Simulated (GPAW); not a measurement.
**Quasiparticle gap of SnSeS (P3m1) in GPAW**

How does a plane-wave GW calculation on SnSeS (P3m1) run from the first input to the gap?

Calculated with GPAW 26.7.0; LDA and many-body steps on it, plane waves.

This is a report of a sequence of runs, with the program logs left out and the cost of each run kept.

### 1. Set-up

It takes space group P3m1 (No. 156, trigonal). Conventional cell: a = 3.760 Å, b = 3.760 Å, c = 6.364 Å, α = 90.00°, β = 90.00°, γ = 120.00°. Nearest to Sn lie 3 S at 2.61 Å and 3 Se at 2.69 Å. Se has 3 Sn at 2.69 Å nearest. Nearest to S lie 3 Sn at 2.61 Å. Farther neighbours, and contacts between anions beyond the nearest, are not listed.

The cell and positions are those that the Materials Project relaxed with its own functionals (PBE, PBE+U or r2SCAN), kept fixed.

### 2. Ground state

This step: GPAW 26.7.0; DFT, LDA, plane waves, PAW.

The ground-state density comes first.

File run.py:

```python
import json
import numpy as np
from gpaw.mpi import world
from ase import Atoms
from gpaw import GPAW, PW, FermiDirac

atoms = Atoms(['Sn', 'Se', 'S'],
    cell=[[3.7602027100, 0.0000000000, 0.0000000000],
      [-1.8801013550, 3.2564310702, 0.0000000000],
      [0.0000000000, 0.0000000000, 6.3640250100]],
    scaled_positions=[[0.3333333333, 0.6666666667, 0.0076460600],
      [0.0000000000, 0.0000000000, 0.7577104000],
      [0.6666666667, 0.3333333333, 0.2346445400]],
    pbc=(True, True, True))
calc = GPAW(mode=PW(450),
    xc='LDA',
    kpts={'size': (6, 6, 4), 'gamma': True},
    occupations=FermiDirac(0.001),
    nbands=-7,
    convergence={'density': 1e-6, 'bands': -3},
    maxiter=100,
    txt='gs.txt')
atoms.calc = calc
res = {'energy': atoms.get_potential_energy()}
kpts = calc.get_ibz_k_points()
res['kpts'] = kpts
res['eigenvalues'] = [calc.get_eigenvalues(kpt=k) for k in range(len(kpts))]
res['n_electrons'] = calc.get_number_of_electrons()
calc.write('gs.gpw')

if world.rank == 0:
    with open('result.json', 'w') as f:
        json.dump(res, f, default=lambda x: x.tolist())
```

Command:

```console
mpirun -n 4 gpaw python run.py
```

Wall time 4.5 s (4 MPI ranks of Arm Neoverse V2, shared host); peak memory 0.65 GiB; 18 s of CPU time.

Numbers from this step:

```
total energy               : -14.51 eV
gap                        : 0.8516 eV
k of the valence top       : 0, 0, 0.5
k of the conduction bottom : 0.5, 0.5, 0.5
least direct gap           : 1.182 eV
```

The gap is indirect, with the least direct gap 0.33 eV higher.

### 3. Empty states on the mesh, 3×3×2 mesh, 272 bands

The sums over transitions need many empty states on a uniform mesh; this step solves for them.

File run.py:

```python
import json
import numpy as np
from gpaw.mpi import world
from gpaw import GPAW

calc = GPAW('gs.gpw').fixed_density(kpts={'size': (3, 3, 2), 'gamma': True},
    parallel={'domain': 1, 'band': 1},
    txt='nscf.txt')
calc.diagonalize_full_hamiltonian(nbands=272)
calc.write('full.gpw', mode='all')
res = {}
kpts = calc.get_ibz_k_points()
res['kpts'] = kpts
res['eigenvalues'] = [calc.get_eigenvalues(kpt=k) for k in range(len(kpts))]
res['n_electrons'] = calc.get_number_of_electrons()

if world.rank == 0:
    with open('result.json', 'w') as f:
        json.dump(res, f, default=lambda x: x.tolist())
```

Command:

```console
mpirun -n 4 gpaw python run.py
```

Run time: 11 s. Hardware: 4 MPI ranks; peak memory 1.4 GiB.

This step gave:

```
gap                                                           : 1.134 eV
k of the valence top                                          : 0, 0, 0.5
k of the conduction bottom                                    : 0, 0, 0
least direct gap                                              : 1.182 eV
k points computed                                             : 6
lowest point of the top converged band, above the valence top : 118.0886 eV
```

On this mesh the gap is 1.134 eV. The earlier step found 0.852 eV, so this mesh misses an edge.

### 4. Screening and self-energy, 3×3×2 mesh, 121 bands, screening to 78 eV

Now the one-shot GW correction: screening in the RPA, then the self-energy of the levels asked for.

This step: G0W0 on LDA, plane waves, PAW.

File run.py:

```python
import json
import numpy as np
from gpaw.mpi import world
from gpaw.response.g0w0 import G0W0

gw = G0W0('full.gpw',
    filename='gw',
    kpts=[0, 1],
    bands=(11, 15),
    ecut=78,
    nbands=121,
    integrate_gamma='WS',
    ppa=True)
gw.calculate()
res = {mode: {k: v for k, v in r.items() if k != 'sigma_eskwn'}
       for mode, r in gw.all_results.items()}

if world.rank == 0:
    with open('result.json', 'w') as f:
        json.dump(res, f, default=lambda x: x.tolist())
```

Command:

```console
mpirun -n 4 gpaw python run.py
```

Run time: 9 s. Hardware: 4 MPI ranks; peak memory 1.3 GiB.

Numbers from this step:

- G0W0 gap on the mesh: 2.049 eV
- least direct G0W0 gap on the computed points: 2.101 eV
- Z at the valence top: 0.7732
- Z at the conduction bottom: 0.7957
- starting gap on the mesh: 1.134 eV
- k of the valence top: 0, 0, 0.5
- k of the conduction bottom: 0, 0, 0

The gap on the mesh goes from 1.13 eV to 2.05 eV, a correction of +0.92 eV. The start differs from the 0.85 eV found before because the two sample other k points.

Limits: finite bands, cutoff and mesh; no spin-orbit coupling; coarse k mesh. v1 is the top filled band, c1 the lowest empty one. Levels before and after the correction, in eV, zero at the valence-band top of each column:

```csv
,conduction bottom,valence top
Kohn-Sham,1.13,0.00
G0W0,2.05,0.00
```

```csv
,level,energy (eV)
Kohn-Sham,Γ v2-v1,-0.048
Kohn-Sham,Γ c1,1.134
Kohn-Sham,Γ c2,3.123
Kohn-Sham,(0 0 0.5) v2-v1,0.000
Kohn-Sham,(0 0 0.5) c1,2.205
Kohn-Sham,(0 0 0.5) c2,3.144
G0W0,Γ v2-v1,-0.052
G0W0,Γ c1,2.049
G0W0,Γ c2,3.934
G0W0,(0 0 0.5) v2-v1,0.000
G0W0,(0 0 0.5) c1,3.199
G0W0,(0 0 0.5) c2,3.992
```

### 5. Where the time went

Times are wall times on 4 MPI ranks of Arm Neoverse V2, shared host, good to a factor of about two.

```csv
step,time,share,memory (GiB)
ground state,4.5 s,18 %,0.65
empty states on the mesh,11 s,45 %,1.4
screening and self-energy,9 s,37 %,1.3
```

### 6. Summary of results

```json
{
 "LDA gap": "0.85 eV, indirect",
 "G0W0 gap on the mesh": "2.05 eV",
 "G0W0 gap over the zone (rigid shift)": "1.77 eV",
 "GW settings": "3×3×2 mesh, 121 bands, screening to 78 eV, Godby-Needs plasmon pole",
 "known limits": "short of the basis limit; no spin-orbit coupling; coarse k mesh"
}
```

What this shows: G0W0 moves the gap on the mesh from 1.13 eV to 2.05 eV (+0.92 eV), with Z of 0.77 and 0.80 at the edges. The mesh misses the band edges by 0.28 eV in all; a rigid shift gives 1.77 eV for the zone. Bands and cutoff are finite, so the gap stands short of the basis limit, usually by up to a few tenths of an eV; the mesh is an error of its own. The 3×3×2 mesh is coarse for this cell, which bears on the long-range parts of exchange and screening. The many-body steps are scalar-relativistic: spin-orbit coupling is not in them.

[Long decimals in the printed logs are rounded to 6 places.]

[Logs are printed without paths, hosts, clocks, repeated set-up lines and the standing remarks that a program may print on its own settings, such as how far it seeks lower states.]

[Paths, hosts, dates, memory and timing lines, banners, echoed tables and standing remarks are left out of the program output; an Ansatz launch command may be rebuilt from the run's recorded settings. Measured values are a selection of at most five: reports struck by readers or far from the other reports are left out. None is set beside runs whose start may be inverted or whose files or cutoffs have a known fault.]

[Runs of the session that timed out or met a known fault of the program may be left out.]

[Hosts, paths, dates, database ids (printed as entryN), source tags and the programs' standing remarks are cut or masked in the printed files.]

[Where the starting crystal was built by hand or by swapping elements, it need not be the compound's stable phase.]
